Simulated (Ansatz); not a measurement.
## Resistivity from frozen vibrations: Rh(111) with 4 thermally displaced layers, 2x2

Aim: the resistivity of Rh at 180 K from frozen thermal displacements between perfect leads.

Program: Ansatz 0.2.0. Level of theory: Ansatz plane-wave DFT, PBE, PAW files; ballistic transport by layer matching (Landauer), zero bias; PAW set soft_1. Results are calculated unless marked as measured.

## 1. The starting structure

The cell holds 40 atoms: 40 Rh. Its edges and angles: a = 5.378 Å, b = 5.378 Å, c = 22.012 Å, α = 93.5°, β = 86.5°, γ = 120.0°. It derives from Rh. Regions: lead, 24 atoms (24 Rh); scattering region, 16 atoms (16 Rh). The structure is stacked along c, and the current runs across the ab planes.

## 2. With 4 displaced layers

Each atom of 4 layers is moved at random, by amounts drawn from a normal law 0.0362 Å wide in each direction from the Debye model (480 K) at 180 K. The layers about the cell's end stay perfect and serve as the lead. Disorder leaves little or no symmetry, which makes such runs dear. Energies from -0.05 to 0.05 eV in steps of 0.05 eV are too few for the program's thermal sum, so it prints no conductance; for a metal the transmission near the Fermi level serves, at a fraction of the cost.

Input file input.yaml:

```yaml
crystal:
  lattice:
    - [5.3783955991, 0.0, 0.0]
    - [-2.6891977995, 4.6578272204, 0.0]
    - [1.3445988998, -0.7763045367, 21.9572080876]
  atoms:
    - { symbol: Rh, position: [0.9916666667, 0.0083333333, 0.05] }
    - { symbol: Rh, position: [0.9916666667, 0.5083333333, 0.05] }
    - { symbol: Rh, position: [0.4916666667, 0.0083333333, 0.05] }
    - { symbol: Rh, position: [0.4916666667, 0.5083333333, 0.05] }
    - { symbol: Rh, position: [0.1416666667, 0.3583333333, 0.15] }
    - { symbol: Rh, position: [0.1416666667, 0.8583333333, 0.15] }
    - { symbol: Rh, position: [0.6416666667, 0.3583333333, 0.15] }
    - { symbol: Rh, position: [0.6416666667, 0.8583333333, 0.15] }
    - { symbol: Rh, position: [0.2916666667, 0.2083333333, 0.25] }
    - { symbol: Rh, position: [0.2916666667, 0.7083333333, 0.25] }
    - { symbol: Rh, position: [0.7916666667, 0.2083333333, 0.25] }
    - { symbol: Rh, position: [0.7916666667, 0.7083333333, 0.25] }
    - { symbol: Rh, position: [0.9418235118, 0.0574830115, 0.3510553364] }
    - { symbol: Rh, position: [0.9401924816, 0.5542714803, 0.3505958634] }
    - { symbol: Rh, position: [0.4543110384, 0.0654971286, 0.3488403324] }
    - { symbol: Rh, position: [0.430721447, 0.5535029897, 0.3500681] }
    - { symbol: Rh, position: [0.0755175862, 0.4062915412, 0.4479468947] }
    - { symbol: Rh, position: [0.084713322, 0.9040185738, 0.4494787769] }
    - { symbol: Rh, position: [0.5985203836, 0.4163964389, 0.449788191] }
    - { symbol: Rh, position: [0.5981792327, 0.9032625377, 0.4505792446] }
    - { symbol: Rh, position: [0.248314041, 0.2588594366, 0.5487748063] }
    - { symbol: Rh, position: [0.2336275135, 0.7548381231, 0.550362854] }
    - { symbol: Rh, position: [0.7341058163, 0.2566646942, 0.5497376171] }
    - { symbol: Rh, position: [0.7460413138, 0.7600984406, 0.5505856098] }
    - { symbol: Rh, position: [0.8865493413, 0.1075417899, 0.6512918935] }
    - { symbol: Rh, position: [0.8964075047, 0.598968508, 0.6524947569] }
    - { symbol: Rh, position: [0.4036829802, 0.1144753143, 0.6504357898] }
    - { symbol: Rh, position: [0.3946794655, 0.620197843, 0.6532302604] }
    - { symbol: Rh, position: [0.0416666667, 0.4583333333, 0.75] }
    - { symbol: Rh, position: [0.0416666667, 0.9583333333, 0.75] }
    - { symbol: Rh, position: [0.5416666667, 0.4583333333, 0.75] }
    - { symbol: Rh, position: [0.5416666667, 0.9583333333, 0.75] }
    - { symbol: Rh, position: [0.1916666667, 0.3083333333, 0.85] }
    - { symbol: Rh, position: [0.1916666667, 0.8083333333, 0.85] }
    - { symbol: Rh, position: [0.6916666667, 0.3083333333, 0.85] }
    - { symbol: Rh, position: [0.6916666667, 0.8083333333, 0.85] }
    - { symbol: Rh, position: [0.8416666667, 0.1583333333, 0.95] }
    - { symbol: Rh, position: [0.8416666667, 0.6583333333, 0.95] }
    - { symbol: Rh, position: [0.3416666667, 0.1583333333, 0.95] }
    - { symbol: Rh, position: [0.3416666667, 0.6583333333, 0.95] }
kpoints:
  mp_grid: { grid: [5, 5, 1] }
hamiltonian:
  xc: pbe
  pseudopotentials: { kind: paw, azcp: { folder: soft_1 } }
scf:
  occupations: { method: fermi_dirac, width: 0.1 }
output:
  transmission:
    leads: [[0, 4]]
    kmesh: [10, 10]
    e_range: [-0.05, 0.05]
    de: 0.05
  write_potential: true
  write_density: true
  volumetric_format: npy
  elf: true
```

On the command line:

```sh
$ ansatz run input.yaml --threads 4 --pin off --max-ram 15360MiB --backend cpu --events-out ev --progress --plain --runs-dir out
```

Numbers of over 12 decimals in the logs are rounded to 6 here.

Output:

```text
Engine: ansatz 0.2.0, aarch64-unknown-linux-gnu
Pseudopotentials: kind: paw
Pseudopotential: Rh, paw, valence charge 17, recommended cutoff 420 eV (normal), soft_1/Rh.paw.azcp
Functional definition: PBE
  parameter kappa = 0.804
  parameter beta = 0.066725
  exchange = pbe_x(kappa = kappa, mu = beta*pi^2/3)
  correlation = pbe_c(beta = beta)
Crystal: 40 atoms, lattice volume = 550.064 Å³
Basis set: ecut = 420 eV, 10671 PW (Γ)
Bands: 408, of which v1, the nominal top of the filled ones, is band 340 counted from 1 (339 counted from 0)
Symmetry: 1 space group operations
Space group: P1 (ITA 1), of the structure as read, at distance tolerance 8.2e-5 Å
k-points: 13 of 25 (time reversal used)
Non-local potential: Rh, projectors of the file, l = 0: 3, l = 1: 2, l = 2: 2, l = 3: 1
PAW form: soft (Blöchl's): semilocal exchange-correlation on the pseudo side does not see the compensation charge
PAW one-centre angular grid: Rh, 590 points (default); XC on 64 Gauss nodes
Initial density: superposition of atomic densities (chi_scale 0.1, normalization cell)
Initial wavefunctions: pseudopotential atomic-orbital guess
Functional: x = pbe(κ = 0.804, μ = 0.219515), c = pbe(β = 0.066725)
SCF iter   1: F=—  HF=-256136.650452 eV  |F-HF|=—  |Δ(HF+E_count)|=         —  Δρ=1.10e-1  dr2=6.18e1  ethr=3.10e-3  ⟨swp⟩=4.5  Hψ=14912  notcnv=0  defer=61
preconditioner: auto → Kerker (q_TF=auto, 2.826 Å⁻¹)  [metal: Δε(μ)=0.019 eV  Ē_g=6.390 eV  σ=0.100 eV  W_gap=0.05  n_scr=228 (ndim 8)  ℏωp=30.0 eV  f_vac=0.000  D(μ)=45.12/eV (n_scr^D=540)]
SCF iter   2: F=—  HF=-256121.458846 eV  |F-HF|=—  |Δ(HF+E_count)|=    1.52e1  Δρ=5.10e-2  dr2=1.28e1  ethr=3.10e-3  ⟨swp⟩=2.1  Hψ=8975  notcnv=0  defer=266
SCF iter   3: F=—  HF=-256118.062149 eV  |F-HF|=—  |Δ(HF+E_count)|=    3.40e0  Δρ=1.02e-2  dr2=2.85e-1  ethr=1.89e-3  ⟨swp⟩=2.0  Hψ=7936  notcnv=0  defer=266
SCF iter   4: F=—  HF=-256118.077498 eV  |F-HF|=—  |Δ(HF+E_count)|=   1.53e-2  Δρ=1.21e-3  dr2=6.38e-3  ethr=4.19e-5  ⟨swp⟩=2.0  Hψ=9630  notcnv=0  defer=266
SCF iter   5: F=—  HF=-256118.078586 eV  |F-HF|=—  |Δ(HF+E_count)|=   1.09e-3  Δρ=2.93e-4  dr2=3.54e-4  ethr=9.38e-7  ⟨swp⟩=2.0  Hψ=7248  notcnv=0  defer=266
SCF iter   6: F=—  HF=-256118.078584 eV  |F-HF|=—  |Δ(HF+E_count)|=   2.26e-6  Δρ=6.15e-5  dr2=2.14e-5  ethr=5.20e-8  ⟨swp⟩=2.4  Hψ=8922  notcnv=0  defer=266
SCF iter   7: F=—  HF=-256118.079579 eV  |F-HF|=—  |Δ(HF+E_count)|=   9.95e-4  Δρ=1.77e-5  dr2=1.91e-6  ethr=3.15e-9  ⟨swp⟩=2.7  Hψ=9384  notcnv=0  defer=266
SCF iter   8: F=—  HF=-256118.079578 eV  |F-HF|=—  |Δ(HF+E_count)|=   1.68e-7  Δρ=2.73e-6  dr2=2.11e-7  ethr=2.81e-10  ⟨swp⟩=2.0  Hψ=7177  notcnv=0  defer=266
SCF iter   9: F=-256118.079578 eV  HF=-256118.079578 eV  |F-HF|=2.19e-8  |Δ(HF+E_count)|=   2.15e-9  Δρ=1.18e-6  dr2=2.44e-8  ethr=1.47e-11  ⟨swp⟩=7.6  Hψ=13071  notcnv=0
SCF 1 converged in 9 iterations: F = -256118.079578 eV  dr2 = 2.44e-8
  greatest PAW one-centre occupation: 1.000 electrons in one spin orbital (limit 2), on the Rh atom at site 28 (counted from 0), in its partial waves of l = 0
transmission: 205 of 2028 steps passed
transmission: 406 of 2028 steps passed
[...]
transmission: 2028 of 2028 steps passed
SCF converged after 9 iterations
Free energy (F): -256118.079578 eV
Harris-Foulkes:  -256118.079578 eV  (|F-HF|=2.19e-8)
Internal energy: -256116.352498 eV  (E = F + TS)
E sigma→0 (E₀):  -256117.216038 eV
Entropy (-TS):   -1.727080 eV (-43.177 meV/atom)
Fermi energy:    22.410001 eV
--- Per-component energies (eV) ---
  E_band       = -3398.137631
  E_kinetic    = 21506.687649
  E_local      = -58949.197333  (includes V_loc(G=0)·N_el)
  E_nonlocal   = 11924.250638
  E_hartree    = 21910.755912
  E_xc         = -8080.354648
  E_vxc        = -10140.985787  (∫ρ·V_xc dr)
  E_paw        = -144133.535431  (= ΣΔE_a)
  E_vpaw       = -11560.427056  (= ΣTr[D̂ρ^β])
  E_aug_tail   = 0.003184  (compensation charges beyond the density's cutoff)
  E_ewald      = -100294.962470
  E_smearing   = -1.727080  (= −TS)
  E_closure    = -0.000000  (closes the sum)
  Σ components = -256118.079578   (vs F -256118.079578, Δ=0.00e0)
--- Band table (eV; the first three rows and the last of 13) ---
  k-point 0: bands = [... 336 lower, 22.9771, 22.9774, 22.9799, 22.9815, 22.9979, 23.0009, 23.0027, 23.0073, ... 64 higher]
  k-point 1: bands = [... 336 lower, 22.5918, 22.6261, 22.6404, 22.6586, 22.6601, 22.6735, 22.6929, 22.7260, ... 64 higher]
  k-point 2: bands = [... 336 lower, 21.8396, 21.8825, 21.9175, 22.0085, 22.0248, 22.0427, 22.0975, 22.1433, ... 64 higher]
  k-point 12: bands = [... 336 lower, 22.3827, 22.3883, 22.4045, 22.4281, 22.4450, 22.4510, 22.4624, 22.4923, ... 64 higher]
--- Transmission ---
  basis      : 211 plane waves across, 39 finite elements along
  points     : 52, standing for a mesh of 10 x 10
  energies   : 3 from -0.050000 to 0.050000 eV about the Fermi level, 0.050000 eV apart; the leads are filled to 0.000000 eV, and channels, transmission and decay are at 0.000000 eV
  crystal 0  : Rh4, at the sites [0, 4], period 2.1957 Å, over 13.17 Å; its Hamiltonian steps by up to 4.2 meV
    offset         : up to 0.0000 Å between an atom of the period and one for which it stands
    channels       : 7.200000e0 a spin
    conductance    : none, the energies end too early or step too widely for 300 K: set another output.transmission.e_range or a lower de, or, where they end at an eighth of basis.ecutwfc, a higher one
  junction   : crystal 0 to crystal 0, 0.70 to 20.46 Å
    transmission   : 6.677299e0 a spin
    conductance    : none, the energies end too early or step too widely for 300 K: set another output.transmission.e_range or a lower de, or, where they end at an eighth of basis.ecutwfc, a higher one
```

The job ended after 7.9 min (4 threads of Arm Neoverse V1, shared host; peak memory 5 GiB; 29 min of CPU time).

Numbers from this step:

```yaml
free_energy: -256118.0796 eV
energy_at_zero_smearing: -256117.2160 eV
fermi_energy: 22.41 eV
cell_area: 25.05 Å²
transmission_per_spin_nearest_the_fermi_level: 6.677
open_channels_per_spin_nearest_the_fermi_level: 7.2
step_of_the_lead_s_potential: 4.2 meV
```

Per spin. The transmission, zone mean by energy, zero at the Fermi level:

```
energy (eV)  transmission, zone mean
    -0.0500                     6.47
     0.0000                     6.68
     0.0500                     6.70
```

Per spin. Table of open channels, zone mean, lead by energy, zero at the Fermi level:

| energy (eV) | open channels, zone mean, lead |
| --- | --- |
| -0.0500 | 6.72 |
| 0.0000 | 7.2 |
| 0.0500 | 7.08 |

Transmission over k1 and k2. At 0.0000 eV from the Fermi level.

Values, 10 rows by 10 columns:
```
 5.9  5.9  5.9  7.9  5.9  5.9  5.9  5.9  9.4  5.9
 6.7  5.9  6.7  6.3  6.1  6.7  5.9  6.7  9.3  9.4
 6.7  8.0  6.1  5.8  6.8  5.8  6.1  8.1  6.8  5.9
 5.8  5.9  6.0  6.8  8.8  8.8  6.8  6.1  5.8  5.8
 5.9  5.8  6.7  5.8  8.8 11.8  8.8  5.8  6.7  5.8
 5.8  5.8  5.8  6.1  6.8  8.8  8.8  6.8  6.0  5.9
 6.7  5.9  6.8  8.1  6.1  5.8  6.8  5.8  6.1  8.0
 6.7  9.4  9.3  6.7  5.9  6.7  6.1  6.3  6.7  5.9
 5.9  5.9  9.4  5.9  5.9  5.9  5.9  7.9  5.9  5.9
 5.9  5.9  6.8  6.8  5.9  5.9  5.9  6.8  6.8  5.9
```
Columns: k1 (b1) from -0.5 to 0.4; rows upwards: k2 (b2) from -0.5 to 0.4.

Open channels over k1 and k2. At 0.0000 eV from the Fermi level.

Values, 10 rows by 10 columns:
```
 6.0  6.0  6.0 10.0  6.0  6.0  6.0  6.0 10.0  6.0
 7.0  6.0  7.0  8.0  8.0  7.0  6.0  7.0 10.0 10.0
 7.0 10.0  8.0  6.0  7.0  6.0  8.0 10.0  7.0  6.0
 6.0  6.0  8.0  7.0  9.0  9.0  7.0  8.0  6.0  6.0
 6.0  6.0  7.0  6.0  9.0 12.0  9.0  6.0  7.0  6.0
 6.0  6.0  6.0  8.0  7.0  9.0  9.0  7.0  8.0  6.0
 7.0  6.0  7.0 10.0  8.0  6.0  7.0  6.0  8.0 10.0
 7.0 10.0 10.0  7.0  6.0  7.0  8.0  8.0  7.0  6.0
 6.0  6.0 10.0  6.0  6.0  6.0  6.0 10.0  6.0  6.0
 6.0  6.0  7.0  7.0  6.0  6.0  6.0  7.0  7.0  6.0
```
Columns: k1 (b1) from -0.5 to 0.4; rows upwards: k2 (b2) from -0.5 to 0.4.

ELF in the ca plane at fractional y = 0.416, with atoms of Rh within 0.2 Å of it. It is the smooth field of the valence electrons, not physical close to the nuclei.

Ten even steps from '0' (0.18) to '9' (0.75), each cell a mean:
```
11000011000144311145410001100001111268851100
01000011001256510111100024310012200023311112
44300001000145310011100135311012310001111147
88620111000011101245410023210011100001111157
99730111000001110489840101000001111134311135
77620111000001110589850111000001110278741101
23200001000011010378730110000001110379961111
11000011000134211123311011100001110268751100
11000011001256510100000134310001100024311112
44300011000145410000000145310001100001001146
88620111000011101133200012200001100001111157
99730111000000110478720100000000000134311135
78620111000001111599840111000001110278741101
23200001000011011489840111000001110379961111
```
Columns run along c (16.0 Å, from fractional 0.14 to 0.86 of the cell), rows up along a (5.4 Å). Atoms in or near the plane, at fractional coordinates: Rh at (0.45, 0.08), Rh at (0.45, 0.60), Rh at (0.75, 0.04), Rh at (0.75, 0.54).

Electrostatic potential energy in the ca plane at fractional y = 0.416, with atoms of Rh within 0.2 Å of it. With pseudopotentials it is smooth inside the atoms' cores, unlike the true potential.

Ten even steps from '0' (-48 eV) to '9' (25 eV), each cell a mean:
```
99999988899854689854589988899998999730148999
99999987899743489998999875689987799975579976
54799998999854689988999864589976689999999852
10379999999988899754589976689987799998999841
00169999999999998410159998999999999864589863
21379999999999998400048999999999999620148987
66799999999988999620159999999999999610037999
99999988899855689865689987899999999731148999
88999987899743589999999865689998899975579976
55799998999754589999999864589987899999999852
10379999999987899865799976789998899998999841
00169999999999998510269999999999999865589863
21379999999999998300049999999999999620148997
66799999999988898410159999999999999610037999
```
Columns run along c (16.0 Å, from fractional 0.14 to 0.86 of the cell; values clipped at the 3rd and 97th percentile), rows up along a (5.4 Å). Atoms in or near the plane, at fractional coordinates: Rh at (0.45, 0.08), Rh at (0.45, 0.60), Rh at (0.75, 0.04), Rh at (0.75, 0.54).

Valence density in the ca plane at fractional y = 0.416, with atoms of Rh within 0.2 Å of it. It is the smooth field of the valence electrons, not physical close to the nuclei.

Ten even steps from '0' (0 e/Å³) to '9' (13 e/Å³), each cell a mean:
```
00000000000011100012100000000000000025410000
00000000000022100000000001000000000001100000
11000000000011100000000011100000000000000013
55300000000000000012100000000000000000000024
67410000000000000157510000000000000011100002
34200000000000000279720000000000000036510000
01000000000000000146410000000000000148720000
00000000000011000001100000000000000025410000
00000000000022100000000001100000000001100000
11000000000012100000000011100000000000000013
55300000000000000011000000000000000000000024
77410000000000000145300000000000000001100002
34200000000000000279610000000000000036510000
01000000000000000157510000000000000148730000
```
Columns run along c (16.0 Å, from fractional 0.14 to 0.86 of the cell), rows up along a (5.4 Å). Atoms in or near the plane, at fractional coordinates: Rh at (0.45, 0.08), Rh at (0.45, 0.60), Rh at (0.75, 0.04), Rh at (0.75, 0.54).

Over the solved energies the transmission per spin lies between 6.47 and 6.70, out of 7 channels of the lead on average (up to 7.2).

[end of part 1 of 2]

[Logs are printed without paths, hosts, clocks, repeated set-up lines and the standing remarks that a program may print on its own settings, such as how far it seeks lower states.]

[Hosts, paths, dates, database ids (printed as entryN), source tags and the programs' standing remarks are cut or masked in the printed files.]
